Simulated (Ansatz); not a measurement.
## Rb2ThF6 (P-62m): how robust is the cRPA U?

What does U in Rb2ThF6 (P-62m) depend on besides the window?

Calculated with Ansatz 0.2.0; constrained RPA on LDA, plane waves, PAW.

## Step 1: Set-up

The structure is hexagonal, space group P-62m (No. 189). Conventional cell: a = 6.850 Å, b = 6.850 Å, c = 3.830 Å, α = 90.00°, β = 90.00°, γ = 120.00°. Nearest to Rb lie 9 F at 2.75 to 2.91 Å. Nearest to Th lie 9 F at 2.44 to 2.47 Å. Nearest to F lie 2 Th at 2.44 Å and 2 Rb at 2.75 Å. Nearest to F lie 1 Th at 2.47 Å and 4 Rb at 2.91 Å. Farther neighbours and most contacts between anions are not listed.

The cell and positions come from the Crystallography Open Database and are kept as given unless a step says otherwise. The program's search for lower electronic states was switched off, so nothing shows that the state found is the lowest. Spin-orbit coupling is left out unless a step names it. The default PAW set here is soft_2. Its files were made with PBE.

## Step 2: Base: Th f, bands c1 to c7, 3×3×4 mesh, medium accuracy

Constrained RPA screens the interaction with every transition except those inside the target bands, which a later many-body model would treat itself.

File input.yaml:

```yaml
crystal:
  lattice:
    - [6.85, 0.0, 0.0]
    - [-3.425, 5.93227402, 0.0]
    - [0.0, 0.0, 3.83]
  atoms:
    - { symbol: Rb, position: [0.3333333333, 0.6666666667, 0.5] }
    - { symbol: Rb, position: [0.6666666667, 0.3333333333, 0.5] }
    - { symbol: Th, position: [0.0, 0.0, 0.0] }
    - { symbol: F, position: [0.22, 0.0, 0.5] }
    - { symbol: F, position: [0.78, 0.78, 0.5] }
    - { symbol: F, position: [0.0, 0.22, 0.5] }
    - { symbol: F, position: [0.64, 0.0, 0.0] }
    - { symbol: F, position: [0.36, 0.36, 0.0] }
    - { symbol: F, position: [0.0, 0.64, 0.0] }
kpoints:
  mp_grid: { grid: [6, 6, 8] }
hamiltonian:
  xc: lda
scf:
  occupations: { method: gaussian, width: 0.08 }
  n_extra_bands: 21
  max_iter: 150
  lower_state_search: "off"
output:
  crpa:
    kmesh: [3, 3, 4]
    target_bands: [c1, c7]
    projections: [{ species: Th, l: f, shell: 5 }]
  local_orbitals:
    kmesh: [6, 6, 8]
    orbitals: [{ species: Th, l: f, shell: 5 }]
    window: { bands: [c1, c7] }
    seedname: lo
```

Launch:

```
> ansatz run input.yaml --threads 8 --pin off --max-ram 18432MiB --backend cpu --events-out ev --progress --plain --runs-dir out
```

Numbers of over 12 decimals in the logs are rounded to 6 here.

Output:

```text
Th: projections on atomic orbitals take those of the free atom [Xe 4f14 5d10] 5f0 6s2 6p6 6d2 7s2, of charge +0.00 (hamiltonian.pseudopotentials.projection_atoms); the dataset's partial waves leave at most 9.8e-5 of an orbital's norm unspanned inside its sphere
scf.n_extra_bands = 21 over 36 filled bands (N_el = 72.0): the run solves 57 bands
Engine: ansatz 0.2.0, aarch64-unknown-linux-gnu
Pseudopotentials: kind: paw
Pseudopotential: Rb, paw, valence charge 9, recommended cutoff 420 eV (normal), Rb.paw.azcp
Pseudopotential: Th, paw, valence charge 12, recommended cutoff 420 eV (normal), Th.paw.azcp
Pseudopotential: F, paw, valence charge 7, recommended cutoff 420 eV (normal), F.paw.azcp
Functional definition: SPW92
  exchange = slater_x
  correlation = pw_c
Crystal: 9 atoms, lattice volume = 155.636 Å³
Basis set: ecut = 420 eV, 3025 PW (Γ)
Bands: 57, of which v1, the nominal top of the filled ones, is band 36 counted from 1 (35 counted from 0)
Symmetry: 12 space group operations
Space group: P-62m (ITA 189), of the structure as read, at distance tolerance 5.4e-5 Å
k-points: 35 of 288 (time reversal used)
Non-local potential: Rb, projectors of the file, l = 0: 3, l = 1: 2, l = 2: 2
Non-local potential: Th, projectors of the file, l = 0: 3, l = 1: 2, l = 2: 2, l = 3: 3
Non-local potential: F, projectors of the file, l = 0: 2, l = 1: 2, l = 2: 1
PAW form: soft (Blöchl's): semilocal exchange-correlation on the pseudo side does not see the compensation charge
PAW frozen core: Rb, regenerated for the run's functional, and the local potential with it (the file was generated under x = pbe(κ = 0.804, μ = 0.219515), c = pbe(β = 0.066725))
PAW frozen core: Th, regenerated for the run's functional, and the local potential with it (the file was generated under x = pbe(κ = 0.804, μ = 0.219515), c = pbe(β = 0.066725))
PAW frozen core: F, regenerated for the run's functional, and the local potential with it (the file was generated under x = pbe(κ = 0.804, μ = 0.219515), c = pbe(β = 0.066725))
PAW one-centre angular grid: Rb, 110 points (default); XC on 64 Gauss nodes
PAW one-centre angular grid: Th, 590 points (default); XC on 64 Gauss nodes
PAW one-centre angular grid: F, 110 points (default); XC on 64 Gauss nodes
Initial density: superposition of atomic densities (neutral atoms: chi_scale 0, normalization atom), corrected by the library's trained network
Initial wavefunctions: pseudopotential atomic-orbital guess
Functional: x = slater, c = lda
SCF iter   1: F=—  HF=-23991.971807 eV  |F-HF|=—  |Δ(HF+E_count)|=         —  Δρ=1.81e-2  dr2=3.85e-1  ethr=1.77e-3  ⟨swp⟩=5.8  Hψ=8722  notcnv=0  defer=103
[...]
SCF 1 converged in 8 iterations: F = -23991.875896 eV  dr2 = 4.96e-9
[...]
NSCF: frozen V_eff on 38 k-points
NSCF: frozen V_eff on 9 k-points
[...]
cRPA screening: q 1/36
cRPA screening: q 2/36
cRPA screening: q 4/36 (q-point 3)
cRPA screening: q 5/36
cRPA screening: q 11/36 (q-point 6)
cRPA screening: q 23/36 (q-point 7)
cRPA screening: q 29/36 (q-point 17)
cRPA screening: q 31/36 (q-point 18)
cRPA screening: q 35/36 (q-point 19)
SCF converged after 8 iterations
Free energy (F): -23991.875896 eV
Harris-Foulkes:  -23991.875896 eV  (|F-HF|=3.55e-9)
Internal energy: -23991.875896 eV  (E = F + TS)
E sigma→0 (E₀):  -23991.875896 eV
Fermi energy:    5.901253 eV
--- Per-component energies (eV) ---
  E_band       = -372.849216
  E_kinetic    = 1838.589289
  E_local      = -5156.862791  (includes V_loc(G=0)·N_el)
  E_nonlocal   = 966.467739
  E_hartree    = 1783.000160
  E_xc         = -1114.090482
  E_vxc        = -1059.431745  (∫ρ·V_xc dr)
  E_paw        = -17859.301407  (= ΣΔE_a)
  E_vpaw       = -527.626272  (= ΣTr[D̂ρ^β])
  E_aug_tail   = 0.012229  (compensation charges beyond the density's cutoff)
  E_ewald      = -4451.153541
  E_core_change = 1.462908  (= ΣΔE_core)
  E_smearing   = -0.000000  (= −TS)
  E_closure    = 0.000000  (closes the sum)
  Σ components = -23991.875896   (vs F -23991.875896, Δ=0.00e0)
--- Band table (eV; the first three rows and the last of 35) ---
  k-point 0: bands = [... 32 lower, 2.7570, 2.8260, 2.8260, 3.0868, 8.7480, 9.0263, 9.0614, 9.0614, ... 17 higher]
  k-point 1: bands = [... 32 lower, 2.7365, 2.8673, 2.8673, 2.9693, 8.8061, 9.0127, 9.0715, 9.0715, ... 17 higher]
  k-point 2: bands = [... 32 lower, 2.7361, 2.7625, 2.9298, 2.9298, 8.8287, 8.9797, 9.0874, 9.0874, ... 17 higher]
  k-point 34: bands = [... 32 lower, 2.8326, 2.8326, 2.9897, 2.9897, 8.7420, 8.9210, 8.9750, 8.9750, ... 17 higher]
--- cRPA (band scheme, projected local orbitals): target bands 37..43 (1-based), 7 Wannier function(s), 3×3×4 mesh, 86 bands' worth read of 91 solved, ecut_chi 136.0 eV, v(q+G=0) probe_charge, pair densities all_electron ---
  bands read: the sum over 86 bands ends inside a degenerate multiplet in 3 slots, whose members it reads at an even weight; the widest, k=2: bands 86 to 87 (counted from 1) at 1/2 each
  χ-basis size per q: N_G = 546..583
  window electrons = 0.0000, filled by tetrahedron_uncorrected; constrained ε̄⁻¹(q = 0, 0) head = 0.416064; min gauge Gram eig = 0.7234
  Kanamori averages over each shell's own Wannier functions (sites counted from 0, functions from 1):
    Site 2, 5F, 7 of 7 f orbitals (Wannier functions 1, 2, 3, 4, 5, 6, 7; wannier90's mr 1, 2, 3, 4, 5, 6, 7):
      screened: U = 6.5812 eV, U' = 5.8848 eV, J = 0.3396 eV
      screened f-shell averages: U_bar = F0 = 5.9843 eV, J_bar = 0.4390 eV
      screened, to within: U = 2.3e-2 eV, U' = 2.3e-2 eV, J = 5.6e-4 eV
      screened f-shell averages, to within: U_bar = 2.2e-2 eV, J_bar = 7.3e-4 eV
      bare: V = 15.7179 eV, V' = 14.7544 eV, J = 0.4699 eV
      bare f-shell averages: V_bar = F0 = 14.8920 eV, J_bar = 0.6075 eV
  Hermiticity witness max|P − P†| over intra, direct and exchange elements: 1.60e-14 eV (screened), 1.42e-14 eV (bare)
  Reality witness max|Im| over intra, direct and exchange elements: 5.87e-10 eV (screened), 2.90e-12 eV (bare)
```

It took 2.9 min on 8 threads of Arm Neoverse V2, shared host; peak memory 1.5 GiB.

Reading the cycles: dr2 is the Hartree energy of the density residual (eV), the measure of convergence; HF is the Harris–Foulkes estimate of the energy, which meets the free energy F at convergence.

Numbers from this step:

```
U                                                 : 6.581 eV
U prime (inter-orbital)                           : 5.885 eV
J                                                 : 0.3396 eV
bare V                                            : 15.72 eV
bare J                                            : 0.4699 eV
stated bound on U                                 : 0.02280 eV
U over bare V                                     : 0.4187
electrons in the window                           : 0
head of the constrained inverse dielectric matrix : 0.4161
least eigenvalue of the projection's overlap      : 0.7234
target functions                                  : 7
bands in the sums                                 : 86
r.m.s. miss of the model bands                    : 2.81e-5 eV
width of the target bands                         : 0.6297 eV
weight of the projected orbitals in the window    : 0.9180
```

On the Th f shell, screening brings the on-site interaction from 15.7 eV down to U = 6.58 eV.

## Step 3: Changed: 3×3×2 mesh

Edit input.yaml of step 2 so:

```diff
@@ -26,9 +26,4 @@
   crpa:
-    kmesh: [3, 3, 4]
+    kmesh: [3, 3, 2]
     target_bands: [c1, c7]
     projections: [{ species: Th, l: f, shell: 5 }]
-  local_orbitals:
-    kmesh: [6, 6, 8]
-    orbitals: [{ species: Th, l: f, shell: 5 }]
-    window: { bands: [c1, c7] }
-    seedname: lo
```

Output:

```text
[...]
Crystal: 9 atoms, lattice volume = 155.636 Å³
Basis set: ecut = 420 eV, 3025 PW (Γ)
Bands: 57, of which v1, the nominal top of the filled ones, is band 36 counted from 1 (35 counted from 0)
[... 1 set-up line as in the run before ...]
[...]
k-points: 35 of 288 (time reversal used)
[...]
SCF iter   1: F=—  HF=-23991.971807 eV  |F-HF|=—  |Δ(HF+E_count)|=         —  Δρ=1.81e-2  dr2=3.85e-1  ethr=1.77e-3  ⟨swp⟩=5.8  Hψ=8722  notcnv=0  defer=103
[...]
SCF iter   8: F=-23991.875896 eV  HF=-23991.875896 eV  |F-HF|=3.55e-9  |Δ(HF+E_count)|=   4.39e-8  Δρ=1.78e-6  dr2=4.96e-9  ethr=1.39e-10  ⟨swp⟩=8.7  Hψ=8186  notcnv=0
SCF 1 converged in 8 iterations: F = -23991.875896 eV  dr2 = 4.96e-9
[...]
NSCF: frozen V_eff on 6 k-points
[...]
cRPA screening: q 1/18
cRPA screening: q 2/18
cRPA screening: q 3/18
cRPA screening: q 9/18 (q-point 4)
cRPA screening: q 15/18 (q-point 9)
cRPA screening: q 17/18 (q-point 10)
SCF converged after 8 iterations
Free energy (F): -23991.875896 eV
[...]
Internal energy: -23991.875896 eV  (E = F + TS)
E sigma→0 (E₀):  -23991.875896 eV
Fermi energy:    5.901253 eV
[...]
--- Band table (eV; the first three rows and the last of 35) ---
  k-point 0: bands = [... 32 lower, 2.7570, 2.8260, 2.8260, 3.0868, 8.7480, 9.0263, 9.0614, 9.0614, ... 17 higher]
  k-point 1: bands = [... 32 lower, 2.7365, 2.8673, 2.8673, 2.9693, 8.8061, 9.0127, 9.0715, 9.0715, ... 17 higher]
  k-point 2: bands = [... 32 lower, 2.7361, 2.7625, 2.9298, 2.9298, 8.8287, 8.9797, 9.0874, 9.0874, ... 17 higher]
  k-point 34: bands = [... 32 lower, 2.8326, 2.8326, 2.9897, 2.9897, 8.7420, 8.9210, 8.9750, 8.9750, ... 17 higher]
[...]
χ-basis size per q: N_G = 546..583
[...]
screened: U = 6.6779 eV, U' = 5.9797 eV, J = 0.3395 eV
      screened f-shell averages: U_bar = F0 = 6.0795 eV, J_bar = 0.4393 eV
      screened, to within: U = 2.4e-2 eV, U' = 2.4e-2 eV, J = 5.6e-4 eV
      screened f-shell averages, to within: U_bar = 2.3e-2 eV, J_bar = 7.2e-4 eV
      bare: V = 15.7466 eV, V' = 14.7796 eV, J = 0.4695 eV
      bare f-shell averages: V_bar = F0 = 14.9177 eV, J_bar = 0.6076 eV
[...]
```

Wall time 71 s (8 threads); peak memory 1.3 GiB.

Numbers from this step:

- U: 6.678 eV
- U prime (inter-orbital): 5.980 eV
- J: 0.3395 eV
- bare V: 15.75 eV
- bare J: 0.4695 eV
- stated bound on U: 0.02325 eV
- U over bare V: 0.4241
- electrons in the window: 0
- head of the constrained inverse dielectric matrix: 0.4138
- least eigenvalue of the projection's overlap: 0.7234
- target functions: 7
- bands in the sums: 86
- width of the target bands: 0.6297 eV
- weight of the projected orbitals in the window: 0.9180

On the Th f shell, screening brings the on-site interaction from 15.7 eV down to U = 6.68 eV.

## Step 4: Changed: sums over states

Edit input.yaml of step 3 so:

```diff
@@ -26,4 +26,7 @@
   crpa:
-    kmesh: [3, 3, 2]
+    kmesh: [3, 3, 4]
     target_bands: [c1, c7]
     projections: [{ species: Th, l: f, shell: 5 }]
+    accuracy: sum_over_states
+    n_empty_bands: 144
+    ecut_chi: 70
```

Output:

```text
[...]
Crystal: 9 atoms, lattice volume = 155.636 Å³
Basis set: ecut = 420 eV, 3025 PW (Γ)
Bands: 57, of which v1, the nominal top of the filled ones, is band 36 counted from 1 (35 counted from 0)
[... 1 set-up line as in the run before ...]
[...]
k-points: 35 of 288 (time reversal used)
[...]
χ-basis size per q: N_G = 198..215
[...]
U and J over all bands: no bound (output.crpa.accuracy: sum_over_states); those below are of the sums over the bands read on the sphere of ecut_chi, with what the atoms add
[...]
screened: U = 6.6660 eV, U' = 5.9160 eV, J = 0.3646 eV
      screened f-shell averages: U_bar = F0 = 6.0231 eV, J_bar = 0.4717 eV
      bare: V = 15.7179 eV, V' = 14.7544 eV, J = 0.4699 eV
      bare f-shell averages: V_bar = F0 = 14.8920 eV, J_bar = 0.6075 eV
[...]
[key lines of the parts left out:]
SCF converged after 8 iterations
Free energy (F): -23991.875896 eV
Fermi energy:    5.901253 eV
```

Run time: 19 s. Hardware: 8 threads; peak memory 1.9 GiB.

This variant gives U = 6.67 eV against 6.58 eV. It is a finite sum over empty states with no bound on its error and stays out of the table below.

## Step 5: Changed: accuracy high

Edit input.yaml of step 4 so:

```diff
@@ -29,4 +29,2 @@
     projections: [{ species: Th, l: f, shell: 5 }]
-    accuracy: sum_over_states
-    n_empty_bands: 144
-    ecut_chi: 70
+    accuracy: high
```

Output:

```text
[...]
Crystal: 9 atoms, lattice volume = 155.636 Å³
Basis set: ecut = 420 eV, 3025 PW (Γ)
Bands: 57, of which v1, the nominal top of the filled ones, is band 36 counted from 1 (35 counted from 0)
[... 1 set-up line as in the run before ...]
[...]
k-points: 35 of 288 (time reversal used)
[...]
χ-basis size per q: N_G = 546..583
[...]
screened: U = 6.5865 eV, U' = 5.8899 eV, J = 0.3396 eV
      screened f-shell averages: U_bar = F0 = 5.9894 eV, J_bar = 0.4391 eV
      screened, to within: U = 9.9e-4 eV, U' = 9.9e-4 eV, J = 4.8e-5 eV
      screened f-shell averages, to within: U_bar = 9.1e-4 eV, J_bar = 6.2e-5 eV
      bare: V = 15.7179 eV, V' = 14.7544 eV, J = 0.4699 eV
      bare f-shell averages: V_bar = F0 = 14.8920 eV, J_bar = 0.6075 eV
[...]
[key lines of the parts left out:]
SCF converged after 8 iterations
Free energy (F): -23991.875896 eV
Fermi energy:    5.901253 eV
```

It took 5.4 min on 8 threads; peak memory 1.6 GiB.

Numbers from this step:

```yaml
u: 6.586 eV
u_prime_inter_orbital: 5.890 eV
j: 0.3396 eV
bare_v: 15.72 eV
bare_j: 0.4699 eV
stated_bound_on_u: 9.86e-4 eV
u_over_bare_v: 0.4190
electrons_in_the_window: 0
head_of_the_constrained_inverse_dielectric_matrix: 0.4160
least_eigenvalue_of_the_projection_s_overlap: 0.7234
target_functions: 7
bands_in_the_sums: 86
width_of_the_target_bands: 0.6297 eV
weight_of_the_projected_orbitals_in_the_window: 0.9180
```

On the Th f shell, screening brings the on-site interaction from 15.7 eV down to U = 6.59 eV.

## Step 6: Changed: sums without a band count

Edit input.yaml of step 5 so:

```diff
@@ -29,2 +29,2 @@
     projections: [{ species: Th, l: f, shell: 5 }]
-    accuracy: high
+    accuracy: sum_over_states
```

Output:

```text
Error: 2 input errors — fix all and re-run
  1. invalid value for `output.crpa.n_empty_bands`: is left out, and the sums over bands alone (accuracy: sum_over_states under output.crpa) have no default for it, since their result follows it; type one, or take accuracy: low, medium or high under output.crpa
  2. invalid value for `output.crpa.ecut_chi`: is left out, and the sums over bands alone (accuracy: sum_over_states under output.crpa) have no default for it, since their result follows it; type one, or take accuracy: low, medium or high under output.crpa
```

The job ended after 0.17 s (8 threads; peak memory 0.096 GiB).

The input was rejected at the start.

The program's message: “Error: 2 input errors — fix all and re-run”

The fault put into this input: sums without a band count.

## Step 7: Changed: r2SCAN

This step: constrained RPA on r2SCAN, plane waves, PAW.

Edit input.yaml of step 6 so:

```diff
@@ -18,3 +18,3 @@
 hamiltonian:
-  xc: lda
+  xc: r2scan
 scf:
@@ -29,2 +29 @@
     projections: [{ species: Th, l: f, shell: 5 }]
-    accuracy: sum_over_states
```

Output:

```text
[...]
Crystal: 9 atoms, lattice volume = 155.636 Å³
Basis set: ecut = 500 eV, 3925 PW (Γ), exchange–correlation on 200×200×120 points (64 copies of the dense FFT grid, shifted against one another)
Bands: 57, of which v1, the nominal top of the filled ones, is band 36 counted from 1 (35 counted from 0)
[... 1 set-up line as in the run before ...]
[...]
k-points: 35 of 288 (time reversal used)
[...]
χ-basis size per q: N_G = 546..583
[...]
screened: U = 7.1908 eV, U' = 6.4758 eV, J = 0.3488 eV
      screened f-shell averages: U_bar = F0 = 6.5779 eV, J_bar = 0.4510 eV
      screened, to within: U = 2.9e-2 eV, U' = 2.9e-2 eV, J = 6.0e-4 eV
      screened f-shell averages, to within: U_bar = 2.8e-2 eV, J_bar = 7.8e-4 eV
      bare: V = 15.9244 eV, V' = 14.9463 eV, J = 0.4771 eV
      bare f-shell averages: V_bar = F0 = 15.0860 eV, J_bar = 0.6169 eV
[...]
[key lines of the parts left out:]
SCF converged after 8 iterations
Free energy (F): -24676.190310 eV
Fermi energy:    6.120728 eV
```

Elapsed: 4.5 min, on 8 threads; peak memory 2 GiB; 35 min of CPU time.

This step gave:

* U: 7.191 eV
* U prime (inter-orbital): 6.476 eV
* J: 0.3488 eV
* bare V: 15.92 eV
* bare J: 0.4771 eV
* stated bound on U: 0.02849 eV
* U over bare V: 0.4516
* electrons in the window: 0
* head of the constrained inverse dielectric matrix: 0.4523
* least eigenvalue of the projection's overlap: 0.7950
* target functions: 7
* bands in the sums: 86
* width of the target bands: 0.5983 eV
* weight of the projected orbitals in the window: 0.9257

On the Th f shell, screening brings the on-site interaction from 15.9 eV down to U = 7.19 eV.

## Step 8: Side by side

Times are wall times on 8 threads of Arm Neoverse V2, shared host, good to a factor of about two.

```tsv
run	bare V (eV)	U (eV)	J (eV)	bound on U (eV)	width (eV)	time
target window	15.72	6.581	0.340	0.0228	0.63	2.9 min
3×3×2 mesh	15.75	6.678	0.340	0.0233	0.63	71 s
accuracy high	15.72	6.586	0.340	0.0010	0.63	5.4 min
r2SCAN	15.92	7.191	0.349	0.0285	0.60	4.5 min
```

## Step 9: What came out

| Item | Value |
| --- | --- |
| target window | U 6.58 eV, J 0.34 eV |
| 3×3×2 mesh | U 6.68 eV, J 0.34 eV |
| accuracy high | U 6.59 eV, J 0.34 eV |
| r2SCAN | U 7.19 eV, J 0.35 eV |

What this shows: 3×3×2 mesh moves U by +0.10 eV at 0.41 times the time. Accuracy high moves U by +0.01 eV (within the solver's bounds, for the mean over orbitals). r2SCAN moves U by +0.61 eV. The printed bound covers the solver alone, not the mesh, and no denser mesh than the base was run. The parent state is non-magnetic and the interaction static (zero frequency); U depends on the window and the orbitals, so it belongs to this model alone. Spin-orbit coupling, which is strong for atoms this heavy, is left out.

[Paths, hosts, dates, memory and timing lines, banners, echoed tables and standing remarks are left out of the program output.]

[Logs are printed without paths, hosts, clocks, repeated set-up lines and the standing remarks that a program may print on its own settings, such as how far it seeks lower states.]

[Runs of the session that timed out or met a known fault of the program may be left out.]

[Hosts, paths, dates, database ids (printed as entryN), source tags and the programs' standing remarks are cut or masked in the printed files.]
